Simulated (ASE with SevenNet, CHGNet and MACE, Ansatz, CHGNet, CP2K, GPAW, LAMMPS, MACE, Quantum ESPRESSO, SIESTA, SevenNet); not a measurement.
# Machine-learned potentials on Mg36Fe35Al29 (at. %) at 1400 K with crystalline order left by the classical run (69 atoms): settings against a plane-wave reference

How do the settings of machine-learned potentials change the result for Mg36Fe35Al29 (at. %) at 1400 K with crystalline order left by the classical run (69 atoms)? A plane-wave run serves as the yardstick.

Method: the method is named at each step, in ASE with SevenNet, CHGNet and MACE.

**1. Set-up**

The cell holds 69 atoms: 25 Mg, 24 Fe and 20 Al. Cell: a = 11.327 Å, b = 11.327 Å, c = 11.327 Å, α = 90.0°, β = 90.0°, γ = 90.0°. 69 atoms (25 Mg, 24 Fe, 20 Al) placed at random at 3.11 g/cm³, melted at 2000 K for 10 ps at fixed volume with the MEAM Al-Si-Mg-Cu-Fe potential (Jelinek et al., Phys. Rev. B 85, 245102 (2012)). Snapshot at the end of a hold of 10 ps at 1400 K and zero pressure.

The yardstick, on the same geometry:

| Quantity | Value |
| --- | --- |
| method | Kohn-Sham DFT, PBE, SSSP efficiency 1.3.0 pseudopotentials, plane waves (Quantum ESPRESSO 7.5); sssp-pbe-1.3.0-efficiency, cutoffs 60/480 Ry, Γ point |
| r.m.s. force component | 0.6411 eV/Å |
| longest force | 3.845 eV/Å |
| pressure | -3.837 GPa |
| time | 16 min on 4 MPI ranks of Arm Neoverse V1, shared host |
| CPU time | 64 min |

**2. SevenNet l3i5 potential**

Method: machine-learned interatomic potential SevenNet l3i5, trained on PBE(+U) plane-wave data.

run.py

```python
import numpy as np
from ase.io import read
import mlip  # loads the published weights by name

atoms = read("structure.xyz")
atoms.calc = mlip.calc("7net-l3i5")
energy = atoms.get_potential_energy()
forces = atoms.get_forces()
print(f"energy {energy:.6f} eV")
print("forces (eV/A)")
for i, (a, f) in enumerate(zip(atoms, forces)):
    print(f"{i:4d} {a.symbol:2s} {f[0]:10.5f} {f[1]:10.5f} {f[2]:10.5f}")
stress = -atoms.get_stress(voigt=False) * 160.21766
print("stress (GPa, compression positive)")
for row in stress:
    print(" ".join(f"{x:10.4f}" for x in row))
```

structure.xyz

```xyz
69
Lattice="11.32714 0.00000 0.00000 0.00000 11.32714 0.00000 0.00000 0.00000 11.32714" Properties=species:S:1:pos:R:3 pbc="T T T"
Mg 7.54410 5.98583 9.10260
Mg 0.48831 4.38610 0.31478
Mg 9.20387 10.02701 6.69253
Mg 7.71276 2.46014 3.75936
Mg 8.42309 5.08441 6.57087
Mg 10.44102 5.72292 3.98591
Mg 5.80516 3.07113 6.26765
Mg 0.34763 10.47840 0.34548
Mg 1.56813 1.92052 2.09779
Mg 6.45704 4.57390 1.26184
Mg 9.17849 9.04778 3.99225
Mg 9.38012 2.99138 0.54144
Mg 5.59028 7.54388 1.08854
Mg 9.19061 11.26110 1.59860
Mg 8.78318 7.96819 10.54625
Mg 1.47955 0.43077 4.62000
Mg 10.14051 1.87940 8.69063
Mg 10.51023 7.72511 1.47083
Mg 6.86674 1.65002 10.78831
Mg 4.09963 11.05506 3.18474
Mg 10.23430 2.73992 5.87029
Mg 0.13593 7.30147 7.57344
Mg 5.81365 10.23781 0.80094
Mg 4.27316 1.95495 0.75473
Mg 7.74051 10.43400 9.66885
Fe 5.52583 7.68218 8.23517
Fe 6.10193 8.80402 3.97956
Fe 7.21527 0.93630 6.07407
Fe 4.07732 0.96281 9.91465
Fe 2.36624 8.59390 1.87668
Fe 0.37561 8.26134 4.29638
Fe 6.13931 5.03605 4.87701
Fe 2.36760 5.23971 9.70736
Fe 8.52707 6.01290 1.07030
Fe 4.80135 0.60747 6.20976
Fe 6.42339 1.12682 1.95031
Fe 4.53006 5.07648 7.48588
Fe 6.10057 3.69287 9.02524
Fe 3.73037 9.52261 6.81713
Fe 7.38484 7.41712 5.59402
Fe 7.97850 2.66414 7.82445
Fe 4.31462 6.75267 3.34037
Fe 9.80296 0.56047 4.18560
Fe 2.35287 6.82018 5.75237
Fe 7.55951 8.73968 1.87011
Fe 4.68332 2.79746 3.97311
Fe 2.21423 9.46609 8.88784
Fe 3.75268 8.15373 10.28063
Fe 3.15393 2.91425 6.23117
Al 3.52806 3.03296 8.81818
Al 1.80974 4.81166 7.19726
Al 4.57447 10.11853 8.87425
Al 3.05855 7.10563 8.23053
Al 6.82041 6.60350 3.28453
Al 7.35437 10.90158 3.76514
Al 6.21441 9.57132 6.39213
[... 9 atom lines left out ...]
Al 4.84779 5.43091 9.66375
Al 2.87302 8.86530 4.44273
Al 10.71457 3.04711 3.12437
Al 1.41080 1.56258 10.01342
```

Run with:

```sh
> OMP_NUM_THREADS=1 python run.py > output.txt
```

What it wrote:

```text
energy -288.739990 eV
forces (eV/A)
   0 Mg   -0.31395   -0.61573    0.29358
   1 Mg    0.43766    0.65371    0.08804
   2 Mg    0.00405    0.34062   -0.03455
   3 Mg    0.15664    0.83513    0.28156
   4 Mg   -0.18587   -0.10418   -0.55822
   5 Mg   -0.50692    0.50976    0.18463
   6 Mg   -0.22973   -0.23717    1.02549
   7 Mg    0.19210   -0.24286   -0.18519
   8 Mg    0.42011   -0.34085   -0.39098
   9 Mg   -0.84169   -0.89751    0.09570
  10 Mg    0.05447   -0.60350    0.09633
  11 Mg   -0.84116    0.17032    0.09535
  12 Mg   -0.67153   -0.86513   -1.16329
  13 Mg   -0.83725    0.04604   -0.08251
  14 Mg    0.14546    0.20950    0.29857
  15 Mg   -0.14906   -0.03959    0.45300
  16 Mg    0.81450   -0.51064    0.84667
  17 Mg    0.98720    0.39162    0.75987
  18 Mg   -0.03680    0.39653   -0.48843
  19 Mg    0.52408    0.40734    0.14091
  20 Mg   -0.05087   -0.11361    0.14088
  21 Mg    0.05458   -0.43269    0.02947
  22 Mg   -0.58583    0.72182   -0.70909
  23 Mg   -0.38042    0.84731    1.05168
[...]
61 Al    0.92493   -1.22947    0.18336
  62 Al   -0.41758    0.67311    1.41990
  63 Al   -0.05039   -0.44441   -0.94539
  64 Al    0.09237    0.10153    0.40374
  65 Al   -1.01567    2.31599    2.14061
  66 Al    0.64523   -0.25242    0.04032
  67 Al   -0.41608   -0.39779    0.09278
  68 Al    0.93825   -0.28025    0.35006
stress (GPa, compression positive)
   -5.6282    -0.0008     0.8507
   -0.0008    -5.8827    -0.3046
    0.8507    -0.3046    -5.4191
```

Run time: 12 s. Hardware: 1 thread of Arm Neoverse V1, shared host; peak memory 1 GiB.

Banners, paths, timers and routine set-up lines are dropped from the logs unmarked, and long logs keep their key lines alone; longer cuts are marked.

Numbers from this run, and their distance from the reference:

- r.m.s. force component: 0.6411 eV/Å
- r.m.s. difference of force components: 239.9 meV/Å
- longest difference of force vectors: 1381 meV/Å
- force difference over r.m.s. force: 37.41 %
- slope of forces against the reference's: 0.93
- correlation of force components: 0.93
- pressure: -5.643 GPa
- pressure difference: -1.807 GPa

Length of the force difference by element (eV/Å):

| element | atoms | mean | most |
| --- | --- | --- | --- |
| Al | 20 | 0.37 | 0.74 |
| Fe | 24 | 0.48 | 1.4 |
| Mg | 25 | 0.21 | 0.64 |

A closer look about Al66, which bears the longest force: 9 atoms, nearest first, numbered in the order of the input, with positions taken from that point.

| atom | x | y | z | distance (Å) | Fx | Fy | Fz (eV/Å) |
| --- | --- | --- | --- | --- | --- | --- | --- |
| Al66 | 0.00 | 0.00 | 0.00 | 0.00 | -1.02 | 2.32 | 2.14 |
| Fe37 | -0.32 | -0.35 | -2.18 | 2.23 | -0.90 | 0.16 | -1.03 |
| Fe38 | 1.25 | -1.74 | -0.64 | 2.24 | 1.13 | -1.75 | -1.15 |
| Fe33 | -2.48 | -0.19 | 0.04 | 2.49 | 0.07 | 0.48 | 0.43 |
| Fe26 | 0.68 | 2.25 | -1.43 | 2.75 | -0.43 | 0.27 | -0.28 |
| Mg1 | 2.70 | 0.55 | -0.56 | 2.81 | -0.31 | -0.62 | 0.29 |
| Al53 | -1.79 | 1.67 | -1.43 | 2.84 | -0.22 | 0.40 | -1.39 |
| Al50 | -1.32 | -2.40 | -0.85 | 2.86 | 0.10 | 0.86 | -0.40 |
| Fe48 | -1.10 | 2.72 | 0.62 | 3.00 | 0.54 | -0.46 | 0.19 |

Atoms are counted from 1 here, from 0 in the log.

Forces lie 37 % from the reference's, at 0.0028 times its CPU time (on 1 against 4 cores).

**3. CHGNet 0.3.0 potential**

Method: machine-learned interatomic potential CHGNet 0.3.0, trained on PBE(+U) plane-wave data.

Edit run.py of step 2 so:

```diff
@@ -5,3 +5,3 @@
 atoms = read("structure.xyz")
-atoms.calc = mlip.calc("7net-l3i5")
+atoms.calc = mlip.calc("chgnet-0.3.0")
 energy = atoms.get_potential_energy()
```

structure.xyz is that of step 2.

What it wrote:

```text
CHGNet v0.3.0 initialized with 412,525 parameters
CHGNet will run on cpu
energy -291.846100 eV
forces (eV/A)
   0 Mg    0.07696   -0.35655    0.25857
   1 Mg    0.52730    0.54343    0.03674
   2 Mg    0.00327    0.40270    0.02580
   3 Mg    0.10086    0.79674    0.20002
   4 Mg   -0.08330   -0.16439   -0.55086
   5 Mg   -0.60007    0.39489    0.11743
   6 Mg    0.19560    0.47286    0.72537
   7 Mg    0.09549   -0.08523   -0.11147
   8 Mg    0.35979   -0.25686   -0.66104
   9 Mg   -0.81377   -1.12830   -0.09738
  10 Mg    0.20829   -0.88854   -0.05380
  11 Mg   -0.66642    0.00052    0.10310
  12 Mg   -0.64652   -0.60987   -1.04524
  13 Mg   -0.71463    0.16512   -0.17182
  14 Mg    0.17724    0.24519    0.45073
  15 Mg   -0.40878    0.13682    0.50770
  16 Mg    0.45021   -0.50221    0.68381
  17 Mg    0.62731    0.17561    0.72965
  18 Mg    0.10829    0.45148   -0.43058
  19 Mg    0.66603    0.43948   -0.03927
  20 Mg   -0.10142   -0.20996    0.07740
  21 Mg   -0.09447   -0.31877   -0.00470
  22 Mg   -0.39076    0.78971   -0.65771
  23 Mg   -0.38186    0.65599    0.89919
[...]
61 Al    0.55003   -1.22395    0.18504
  62 Al   -0.62362    0.70797    1.60735
  63 Al   -0.26921   -0.27345   -1.21538
  64 Al   -0.09516    0.06660    0.59591
  65 Al   -0.82868    2.06443    2.51267
  66 Al    0.51010   -0.10329    0.12572
  67 Al   -0.49881   -0.81568    0.11129
  68 Al    0.94417   -0.24436    0.54232
stress (GPa, compression positive)
   -3.7053     0.1354     0.7665
    0.1354    -4.2719    -0.0405
    0.7665    -0.0405    -3.9502
```

Run time: 5.5 s. Hardware: 1 thread; peak memory 0.81 GiB.

Against the reference:

```
r.m.s. force component                  : 0.6884 eV/Å
r.m.s. difference of force components   : 207.1 meV/Å
longest difference of force vectors     : 1160 meV/Å
force difference over r.m.s. force      : 32.3 %
slope of forces against the reference's : 1.024
correlation of force components         : 0.954
pressure                                : -3.976 GPa
pressure difference                     : -0.1391 GPa
```

Against the first run (37 %), the force difference from the reference is 32 %, at 0.43 times the CPU time.

**4. MACE MPA-0 medium potential**

Method: machine-learned interatomic potential MACE MPA-0 medium, trained on PBE(+U) plane-wave data.

Edit run.py of step 3 so:

```diff
@@ -5,3 +5,3 @@
 atoms = read("structure.xyz")
-atoms.calc = mlip.calc("chgnet-0.3.0")
+atoms.calc = mlip.calc("mace-mpa-0-medium")
 energy = atoms.get_potential_energy()
```

structure.xyz is that of step 3.

What it wrote:

```text
energy -289.989590 eV
forces (eV/A)
   0 Mg   -0.08184   -0.57445    0.21818
   1 Mg    0.45984    0.56580    0.01710
   2 Mg    0.11701    0.26788    0.09532
   3 Mg    0.09721    0.79675    0.37296
   4 Mg   -0.08757   -0.26824   -0.47688
   5 Mg   -0.53469    0.34655    0.23923
   6 Mg    0.01496    0.07694    0.72090
   7 Mg    0.00666   -0.18832   -0.22929
   8 Mg    0.36332   -0.26057   -0.45191
   9 Mg   -0.86896   -1.07972    0.09983
  10 Mg    0.14188   -0.77971   -0.22702
  11 Mg   -0.73703    0.03503    0.17191
  12 Mg   -0.62118   -0.66079   -0.93872
  13 Mg   -0.64934    0.09891   -0.17712
  14 Mg    0.30351    0.30634    0.30408
  15 Mg   -0.19421   -0.06377    0.54732
  16 Mg    0.73261   -0.47540    0.76365
  17 Mg    0.86971    0.26451    0.66750
  18 Mg    0.10248    0.53809   -0.38313
  19 Mg    0.45559    0.46398   -0.02077
  20 Mg   -0.13307   -0.15979    0.08655
  21 Mg   -0.32964   -0.34961    0.14419
  22 Mg   -0.46256    0.66190   -0.62989
  23 Mg   -0.44817    0.53671    0.72655
[...]
61 Al    0.49978   -1.12374    0.23056
  62 Al   -0.56688    0.63301    1.45201
  63 Al   -0.20744   -0.30568   -0.89699
  64 Al    0.12970    0.11208    0.50886
  65 Al   -0.72807    2.31229    2.77172
  66 Al    0.31334   -0.00733   -0.06839
  67 Al   -0.53729   -0.46738    0.12525
  68 Al    0.75162   -0.12984    0.32692
stress (GPa, compression positive)
   -3.9961     0.2780     0.7726
    0.2780    -4.7386     0.0309
    0.7726     0.0309    -3.9821
```

Elapsed: 9.9 s, on 1 thread; peak memory 0.87 GiB.

Against the reference:

```yaml
r_m_s_force_component: 0.6368 eV/Å
r_m_s_difference_of_force_components: 114.5 meV/Å
longest_difference_of_force_vectors: 418.5 meV/Å
force_difference_over_r_m_s_force: 17.86 %
slope_of_forces_against_the_reference_s: 0.9773
correlation_of_force_components: 0.984
pressure: -4.239 GPa
pressure_difference: -0.4022 GPa
```

Against the first run (37 %), the force difference from the reference is 18 %, at 0.82 times the CPU time.

**5. All runs compared**

Differences are against the plane-wave reference, forces as r.m.s. over components; share is that over the reference's r.m.s. force, slope the least-squares factor from reference forces to these. Total energies of different programs have different zeros and aren't compared.

| run | Δ force, r.m.s. (meV/Å) | share (%) | slope | Δ pressure (GPa) | cores | CPU time | memory (GiB) |
| --- | --- | --- | --- | --- | --- | --- | --- |
| reference | - | - | - | - | 4 | 64 min | 5.2 |
| SevenNet l3i5 potential | 240 | 37.4 | 0.930 | -1.81 | 1 | 11 s | 1.0 |
| CHGNet 0.3.0 potential | 207 | 32.3 | 1.024 | -0.139 | 1 | 4.6 s | 0.81 |
| MACE MPA-0 medium potential | 114 | 17.9 | 0.977 | -0.402 | 1 | 8.8 s | 0.87 |

Times of the machine-learned potentials are mostly Python's start and the loading of weights.

CPU time is summed over cores on a shared host, where runs went side by side, so it is rough. Symmetry, cutoffs, thresholds, outputs and thread counts weren't matched or tuned between programs; memory under MPI is the largest rank's times the ranks.

**6. Summary of results**

| Item | Value |
| --- | --- |
| nearest in forces | MACE MPA-0 medium potential, 18 % |
| its CPU time | 8.8 s |

What this shows: Machine-learned potentials differ by 18 % (MACE MPA-0 medium potential) to 37 % (SevenNet l3i5 potential); they were trained on other programs' data. The reference's pressure holds the uncorrected Pulay stress of its 60 Ry basis, so small pressure differences, and their order, may be the reference's own error. The frame stands for 1400 K, but pressures are static and levels are smeared at 580 K, under the temperature of the frame, which matters where levels are partly filled. Machine-learned potentials mimic data converged in k, so the reference's own k-point error enters their differences. The network of bonds at the start is that of the classical potential that made the cell, and needn't be the one that DFT or experiment would give. The electronic-structure runs sample only Γ, in a cell whose shortest periodic width is 11 Å, which is coarse for a cell with partly filled levels.

[Also dropped from logs without a mark: logging warnings of Python, and SIESTA's first energy breakdown and zero terms.]

[Logs are printed without paths, hosts, clocks, repeated set-up lines and the standing remarks that a program may print on its own settings, such as how far it seeks lower states.]

[Hosts, paths, dates, database ids (printed as entryN), source tags and the programs' standing remarks are cut or masked in the printed files.]
